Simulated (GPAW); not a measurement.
# STM contrast on S/Ag(100)

Wanted: filled- and empty-state images of S/Ag(100), with its work function.

Main program and level: GPAW 26.7.0; GPAW, PAW setups; slab in vacuum, relaxation, in the first sound run; inputs show where later runs differ.

## (1) Starting point

The cell holds 5 atoms: 4 Ag and 1 S. Its edges and angles: a = 2.892 Å, b = 2.892 Å, c = 25.781 Å, α = 90.0°, β = 90.0°, γ = 90.0°. Vacuum lies along c.

## (2) Relaxation

Forces are removed first; all later runs use this geometry. The lowest 2 atoms are held at bulk positions and keep their forces.

run.py

```python
import json
import numpy as np
from ase import Atoms
from ase.constraints import FixAtoms
from ase.optimize import BFGS
from gpaw import GPAW, PW

slab = Atoms(
    ['Ag', 'Ag', 'Ag', 'Ag', 'S'],
    positions=[
        [1.44603, 1.44603, 9.00000],
        [0.00000, 0.00000, 11.04500],
        [1.44603, 1.44603, 13.09000],
        [0.00000, 0.00000, 15.13500],
        [1.44603, 1.44603, 16.78078]],
    cell=[[2.89207, 0.0, 0.0], [0.0, 2.89207, 0.0], [0.0, 0.0, 25.78078]],
    pbc=[True, True, False])

slab.calc = GPAW(mode=PW(400), xc='PBE', kpts={'size': (11, 11, 1), 'gamma': True},
                 occupations={'name': 'fermi-dirac', 'width': 0.1}, nbands='160%',
                 convergence={'density': 1e-05}, maxiter=200,
                 poissonsolver={'dipolelayer': 'xy'},
                 symmetry={'tolerance': 1e-3, 'extra_ids': [1, 1, 0, 0, 0]}, txt='slab.txt')
result = {}
slab.set_constraint(FixAtoms([0, 1]))
path = []
opt = BFGS(slab, maxstep=0.2)
opt.attach(lambda: path.append((slab.get_potential_energy(), slab.positions.tolist(), slab.get_forces().tolist())))
result['relaxed'] = bool(opt.run(fmax=0.03, steps=40))
result['path'] = path
energy = slab.get_potential_energy()
fermi = slab.calc.get_fermi_level()
v = slab.calc.get_electrostatic_potential().mean((0, 1)) - fermi
n = slab.calc.get_pseudo_density().mean((0, 1))
L = slab.cell[2, 2]
z = np.arange(len(v)) * L / len(v)
low, high = slab.positions[:, 2].min(), slab.positions[:, 2].max()
below, above = np.interp([low - 6.8, high + 6.8], z, v)
slopes = [np.interp(x, z, np.gradient(v, z)) for x in (low - 6.8, high + 6.8)]
eps = np.array([[slab.calc.get_eigenvalues(k, s) for k in range(len(slab.calc.get_ibz_k_points()))]
                for s in range(slab.calc.get_number_of_spins())]) - fermi
top, bottom = eps[eps < 0].max(), eps[eps > 0].min()
dipole = slab.get_dipole_moment()[2]
print(f'energy {energy:.4f} eV, Fermi level {fermi:.4f} eV, dipole {dipole:.5f} e A')
print(f'potential 6.8 A off the faces, from the Fermi level: lower {below:.4f} eV, upper {above:.4f} eV')
print(f'slope of the potential there: lower {slopes[0]:.5f}, upper {slopes[1]:.5f} eV/A')
print(f'nearest levels on the mesh: {top:.4f} and {bottom:.4f} eV')
print('magnetic moment', round(slab.get_magnetic_moment(), 3))
result.update(energy=energy, fermi=fermi, dipole=dipole, below=below, above=above, slopes=slopes, edges=[top, bottom],
              z=z.tolist(), v=v.tolist(), n=n.tolist(), positions=slab.positions.tolist(),
              forces=slab.get_forces(apply_constraint=False).tolist(), moments=slab.get_magnetic_moments().tolist())
json.dump(result, open('result.json', 'w'))
```

Run with:

```console
> OMP_NUM_THREADS=1 OPENBLAS_NUM_THREADS=1 python run.py
```

The log of the run:

```text
Step          Energy          fmax
BFGS:    0      -14.060034        0.901282
BFGS:    1      -14.074579        0.818841
BFGS:    2      -14.137767        0.243376
BFGS:    3      -14.141690        0.296698
BFGS:    4      -14.145353        0.332176
BFGS:    5      -14.149954        0.313031
BFGS:    6      -14.155866        0.228936
BFGS:    7      -14.160798        0.325124
BFGS:    8      -14.164960        0.362141
BFGS:    9      -14.168837        0.347637
BFGS:   10      -14.175524        0.277157
BFGS:   11      -14.184132        0.181564
BFGS:   12      -14.189478        0.095475
BFGS:   13      -14.190516        0.024477
energy -14.1620 eV, Fermi level 0.0833 eV, dipole -0.07699 e A
potential 6.8 A off the faces, from the Fermi level: lower 4.2766 eV, upper 5.9441 eV
slope of the potential there: lower -0.00009, upper 0.00001 eV/A
nearest levels on the mesh: -0.0166 and 0.0313 eV
magnetic moment 0.0
```

Run time: 41 min. Hardware: 1 thread of Arm Neoverse N1, shared host; peak memory 0.27 GiB.

The steps of the relaxation:

```csv
step,energy less that of the first step (eV),largest force (eV/Å)
1,0.0000,0.9013
2,-0.0147,0.8188
3,-0.0787,0.2434
4,-0.0828,0.2967
5,-0.0867,0.3322
6,-0.0914,0.3130
7,-0.0974,0.2289
8,-0.1022,0.3251
9,-0.1064,0.3621
10,-0.1103,0.3476
11,-0.1170,0.2772
12,-0.1257,0.1816
13,-0.1310,0.0955
14,-0.1320,0.0245
```

The atoms that moved most (Å):

```csv
atom,dx,dy,dz,length
S5,0.000,0.000,0.423,0.423
Ag4,0.000,0.000,0.180,0.180
Ag3,0.000,0.000,0.079,0.079
```

Final coordinates:

```cif
data_structure
_symmetry_space_group_name_H-M 'P 1'
_symmetry_Int_Tables_number 1
_cell_length_a 2.8921
_cell_length_b 2.8921
_cell_length_c 25.7808
_cell_angle_alpha 90.000
_cell_angle_beta 90.000
_cell_angle_gamma 90.000
_cell_volume 215.63
loop_
_atom_site_label
_atom_site_type_symbol
_atom_site_fract_x
_atom_site_fract_y
_atom_site_fract_z
_atom_site_occupancy
Ag1 Ag 0.50000 0.50000 0.34910 1
Ag2 Ag 0.00000 0.00000 0.42842 1
Ag3 Ag 0.50000 0.50000 0.51080 1
Ag4 Ag 0.00000 0.00000 0.59407 1
S5 S 0.50000 0.50000 0.66729 1
```

This step gave:

| Property | Result |
| --- | --- |
| dipole along the normal | -0.07699 e·Å |
| levels nearest the Fermi level on the mesh | -0.01661, 0.03133 eV from the Fermi level |
| upper work function | 5.944 eV |
| lower work function | 4.277 eV |

The electrostatic potential energy of an electron (without an applied field's), less the Fermi level, planar mean oscillates, so the rows of the table below give means over windows of 2.15 Å about each position, cut where the curve ends. Its maxima inside the range that stand out by 2 % of the span (Å: eV): 10.0: -0.750, 12.1: -0.212, 14.3: -0.00933, 16.3: -0.914, 24.6: 5.94. Its minima: 9.0: -17.3, 11.1: -17.5, 13.2: -17.3, 15.4: -17.3, 17.2: -19.7.

Table of electrostatic potential energy of an electron (without an applied field's), less the Fermi level, planar mean by z; means over each step:

z (Å), electrostatic potential energy of an electron (without an applied field's), less the Fermi level, planar mean (eV) and a bar from the least value:
```
     1.07        4.3 ###########################
     3.22        4.3 ###########################
     5.37        4.3 ###########################
     7.52        1.6 ######################
     9.67       -8.3 ##
    11.82       -7.8 ###
    13.97       -7.6 ####
    16.12       -9.4 
    18.27       -0.1 ##################
    20.42        5.9 ##############################
    22.57        5.9 ##############################
    24.72        5.9 ##############################
```

The pseudo valence density, planar mean oscillates, so the rows of the table below give means over windows of 2.15 Å about each position, cut where the curve ends. Its maxima inside the range that stand out by 2 % of the span (Å: e/Å³): 9.0: 2.23, 11.0: 2.15, 13.1: 2.19, 15.3: 2.19, 17.0: 0.437. Its minima: 10.1: 0.273, 12.0: 0.243, 14.2: 0.233, 16.3: 0.315.

Pseudo valence density, planar mean against z; means over each step:

```csv
z (Å),"pseudo valence density, planar mean (e/Å³)"
3.22,0
5.37,3.8e-4
7.52,0.152
9.67,1.01
11.82,0.964
13.97,0.948
16.12,0.874
18.27,0.169
20.42,5.3e-4
22.57,0
```

The relaxation lowered the energy of the cell by 0.132 eV (energies extrapolated to zero smearing; the optimiser's log prints free energies). The largest force left on a free atom is 0.024 eV/Å.

## (3) Plane waves, PBE

With the geometry fixed, the planar mean of the potential gives the vacuum level on each side.

This step: GPAW, PAW setups; slab in vacuum (GPAW 26.7.0).

run.py: that of step 2 with these lines changed.

```diff
@@ -3,4 +3,3 @@
 from ase import Atoms
-from ase.constraints import FixAtoms
-from ase.optimize import BFGS
+from ase.dft.stm import STM
 from gpaw import GPAW, PW
@@ -12,5 +11,5 @@
         [0.00000, 0.00000, 11.04500],
-        [1.44603, 1.44603, 13.09000],
-        [0.00000, 0.00000, 15.13500],
-        [1.44603, 1.44603, 16.78078]],
+        [1.44603, 1.44603, 13.16894],
+        [0.00000, -0.00000, 15.31550],
+        [1.44603, 1.44603, 17.20336]],
     cell=[[2.89207, 0.0, 0.0], [0.0, 2.89207, 0.0], [0.0, 0.0, 25.78078]],
@@ -22,10 +21,4 @@
                  poissonsolver={'dipolelayer': 'xy'},
-                 symmetry={'tolerance': 1e-3, 'extra_ids': [1, 1, 0, 0, 0]}, txt='slab.txt')
+                 symmetry={'tolerance': 1e-3}, txt='slab.txt')
 result = {}
-slab.set_constraint(FixAtoms([0, 1]))
-path = []
-opt = BFGS(slab, maxstep=0.2)
-opt.attach(lambda: path.append((slab.get_potential_energy(), slab.positions.tolist(), slab.get_forces().tolist())))
-result['relaxed'] = bool(opt.run(fmax=0.03, steps=40))
-result['path'] = path
 energy = slab.get_potential_energy()
@@ -51,2 +44,16 @@
               forces=slab.get_forces(apply_constraint=False).tolist(), moments=slab.get_magnetic_moments().tolist())
+
+# Images need the states of the whole zone, up to time reversal
+slab.calc = slab.calc.fixed_density(symmetry={'point_group': False}, txt='states.txt', nbands='250%',
+                                    convergence={'bands': 'CBM+1.8'})
+stm = STM(slab)
+result['stm'] = []
+for bias in [-2.0, -1.0, 1.5]:
+    height = high + 3.5
+    current = stm.get_averaged_current(bias, height)
+    x, y, h = stm.scan(bias, current)
+    i, f = divmod(height / L * stm.ldos.shape[2], 1)
+    I = abs((1 - f) * stm.ldos[:, :, int(i)] + f * stm.ldos[:, :, int(i) + 1])
+    print(f'bias {bias} V: mean current at 3.5 A {current:.4e}, corrugation {np.ptp(h):.4f} A')
+    result['stm'].append(dict(bias=bias, current=current, h=(h - high).tolist(), I=I.tolist()))
 json.dump(result, open('result.json', 'w'))
```

The log of the run:

```text
energy -14.1620 eV, Fermi level 0.0833 eV, dipole -0.07709 e A
potential 6.8 A off the faces, from the Fermi level: lower 4.2766 eV, upper 5.9440 eV
slope of the potential there: lower -0.00007, upper -0.00001 eV/A
nearest levels on the mesh: -0.0167 and 0.0313 eV
magnetic moment 0.0
bias -2.0 V: mean current at 3.5 A 1.7369e-05, corrugation 0.2201 A
bias -1.0 V: mean current at 3.5 A 9.6841e-06, corrugation 0.2487 A
bias 1.5 V: mean current at 3.5 A 9.7644e-06, corrugation 0.2438 A
```

Elapsed: 11 min, on 1 thread; peak memory 0.72 GiB.

This step gave:

```
dipole along the normal                    : -0.07709 e·Å
levels nearest the Fermi level on the mesh : -0.01666, 0.03128 eV from the Fermi level
corrugation -2                             : 0.2201 Å
corrugation -1                             : 0.2487 Å
corrugation 1.5                            : 0.2438 Å
```

The electrostatic potential energy of an electron (without an applied field's), less the Fermi level, planar mean oscillates, so the rows of the table below give means over windows of 2.15 Å about each position, cut where the curve ends. Its maxima inside the range that stand out by 2 % of the span (Å: eV): 10.0: -0.750, 12.1: -0.212, 14.3: -0.00923, 16.3: -0.914, 23.7: 5.94. Its minima: 9.0: -17.3, 11.1: -17.5, 13.2: -17.3, 15.4: -17.3, 17.2: -19.7.

Table of electrostatic potential energy of an electron (without an applied field's), less the Fermi level, planar mean by z; means over each step:

```csv
z (Å),"electrostatic potential energy of an electron (without an applied field's), less the Fermi level, planar mean (eV)"
1.07,4.35
3.22,4.28
5.37,4.27
7.52,1.64
9.67,-8.27
11.82,-7.83
13.97,-7.56
16.12,-9.42
18.27,-0.149
20.42,5.93
22.57,5.94
24.72,5.90
```

The pseudo valence density, planar mean oscillates, so the rows of the table below give means over windows of 2.15 Å about each position, cut where the curve ends. Its maxima inside the range that stand out by 2 % of the span (Å: e/Å³): 9.0: 2.23, 11.0: 2.15, 13.1: 2.19, 15.3: 2.19, 17.0: 0.437. Its minima: 10.1: 0.273, 12.0: 0.243, 14.2: 0.233, 16.3: 0.315.

The pseudo valence density, planar mean by z; means over each step:

```csv
z (Å),"pseudo valence density, planar mean (e/Å³)"
3.22,0
5.37,3.8e-4
7.52,0.152
9.67,1.01
11.82,0.964
13.97,0.948
16.12,0.874
18.27,0.169
20.42,5.3e-4
22.57,0
```

Tip height over the top atom over a1 and a2. Sample bias -2 V, constant current at the mean current 3.5 Å over the top atom.

Ten even steps from '0' (3.38 Å) to '9' (3.60 Å):
```
00123445443210
01124556554211
12245677765422
33456788876543
44567899987654
44578999998754
45678999998765
44578999998754
44567899987654
33456788876543
12245677765422
01124556554211
00123445443210
00013444443100
```
Columns: a1 from 0 to 0.929; rows upwards: a2 from 0 to 0.929.

Local density of states summed over the bias window over a1 and a2. Sample bias -2 V, constant height 3.5 Å over the top atom.

Ten even steps from '_' (1.22 × 1e-5 arbitrary) to '@' (2.40 × 1e-5 arbitrary):
```
____....::----==----::....__
__....::--==========--::....
....::--==++++++++++==--::..
::::--==++**######**++==--::
----==++**##%%%%%%##**++==--
----==++##%%@@@@@@%%##++==--
--====++##%%@@@@@@%%##++====
----==++##%%@@@@@@%%##++==--
----==++**##%%%%%%##**++==--
::::--==++**######**++==--::
....::--==++++++++++==--::..
__....::--==========--::....
____....::----==----::....__
______..::----------::..____
```
Columns: a1 from 0 to 0.929; rows upwards: a2 from 0 to 0.929.

Tip height over the top atom over a1 and a2. Sample bias -1 V, constant current at the mean current 3.5 Å over the top atom.

Ten even steps from '0' (3.36 Å) to '9' (3.61 Å):
```
00013444443100
00124455544210
11245667665421
23456788876543
34467899987644
44568999998654
44578999998754
44568999998654
34467899987644
23456788876543
11245667665421
00124455544210
00013444443100
00012344432100
```
Columns: a1 from 0 to 0.929; rows upwards: a2 from 0 to 0.929.

Local density of states summed over the bias window over a1 and a2. Sample bias -1 V, constant height 3.5 Å over the top atom.

Values in units of 1e-5 arbitrary, 14 rows by 14 columns:
```
0.7 0.7 0.7 0.8 0.8 0.9 0.9 0.9 0.9 0.9 0.8 0.8 0.7 0.7
0.7 0.7 0.8 0.8 0.9 0.9 1.0 1.0 1.0 0.9 0.9 0.8 0.8 0.7
0.8 0.8 0.8 0.9 1.0 1.0 1.1 1.1 1.1 1.0 1.0 0.9 0.8 0.8
0.8 0.8 0.9 1.0 1.0 1.1 1.2 1.2 1.2 1.1 1.0 1.0 0.9 0.8
0.9 0.9 0.9 1.0 1.1 1.2 1.3 1.3 1.3 1.2 1.1 1.0 0.9 0.9
0.9 0.9 1.0 1.1 1.2 1.3 1.4 1.4 1.4 1.3 1.2 1.1 1.0 0.9
0.9 0.9 1.0 1.1 1.2 1.3 1.4 1.4 1.4 1.3 1.2 1.1 1.0 0.9
0.9 0.9 1.0 1.1 1.2 1.3 1.4 1.4 1.4 1.3 1.2 1.1 1.0 0.9
0.9 0.9 0.9 1.0 1.1 1.2 1.3 1.3 1.3 1.2 1.1 1.0 0.9 0.9
0.8 0.8 0.9 1.0 1.0 1.1 1.2 1.2 1.2 1.1 1.0 1.0 0.9 0.8
0.8 0.8 0.8 0.9 1.0 1.0 1.1 1.1 1.1 1.0 1.0 0.9 0.8 0.8
0.7 0.7 0.8 0.8 0.9 0.9 1.0 1.0 1.0 0.9 0.9 0.8 0.8 0.7
0.7 0.7 0.7 0.8 0.8 0.9 0.9 0.9 0.9 0.9 0.8 0.8 0.7 0.7
0.7 0.7 0.7 0.8 0.8 0.9 0.9 0.9 0.9 0.9 0.8 0.8 0.7 0.7
```
Columns: a1 from 0 to 0.929; rows upwards: a2 from 0 to 0.929.

Tip height over the top atom over a1 and a2. Sample bias 1.5 V, constant current at the mean current 3.5 Å over the top atom.

Ten even steps from '0' (3.36 Å) to '9' (3.60 Å):
```
00123455543210
11234566654321
22345677765432
33456788876543
44567899987654
55678999998765
55678999998765
55678999998765
44567899987654
33456788876543
22345677765432
11234566654321
00123455543210
00123455543210
```
Columns: a1 from 0 to 0.929; rows upwards: a2 from 0 to 0.929.

Local density of states summed over the bias window over a1 and a2. Sample bias 1.5 V, constant height 3.5 Å over the top atom.

Ten even steps from '0' (0.69 × 1e-5 arbitrary) to '9' (1.31 × 1e-5 arbitrary):
```
00123344433210
11123445443211
22234566654322
23345677765433
33456788876543
44467899987644
44567899987654
44467899987644
33456788876543
23345677765433
22234566654322
11123445443211
00123344433210
00122344432210
```
Columns: a1 from 0 to 0.929; rows upwards: a2 from 0 to 0.929.

Force by atom:

```csv
atom,x (eV/Å),y (eV/Å),z (eV/Å),size
Ag1,0.0000,0.0000,-0.0847,0.0847
Ag2,0.0000,0.0000,0.0996,0.0996
Ag3,0.0000,0.0000,-0.0055,0.0055
Ag4,0.0000,0.0000,-0.0255,0.0255
S5,0.0000,0.0000,0.0168,0.0168
```

The potential is flat to 7.3e-5 eV/Å where it is read, so the vacuum is wide enough.

## (4) Summary of results

```yaml
work_function_upper_and_lower_face: 5.944 and 4.277 eV
dipole_along_the_normal: -0.0771 e Å
corrugation_at_minus_2_v: 0.220 Å
corrugation_at_minus_1_v: 0.249 Å
corrugation_at_1p5_v: 0.244 Å
```

What this shows: The tip height varies by 0.22 to 0.25 Å over the cell, much the same at every bias tried. Negative sample bias images filled states, positive bias empty ones. The two faces differ by 1.7 eV, the step that the slab's dipole makes (e p/(ε0 A) gives 1.7 eV), so the dipole layer is needed. The images are of Tersoff-Hamann type: an s-wave tip, no tip-sample forces, heights closer than in a microscope. The cell of 8.36 Å² holds one S, started on one chosen site; other sites and coverages weren't tried. The in-plane lattice was kept as typed, which isn't the functional's own and leaves some strain; spin-orbit coupling and temperature are left out.

[Logs are printed without paths, hosts, clocks, repeated set-up lines and the standing remarks that a program may print on its own settings, such as how far it seeks lower states.]

[Hosts, paths, dates, database ids (printed as entryN), source tags and the programs' standing remarks are cut or masked in the printed files.]
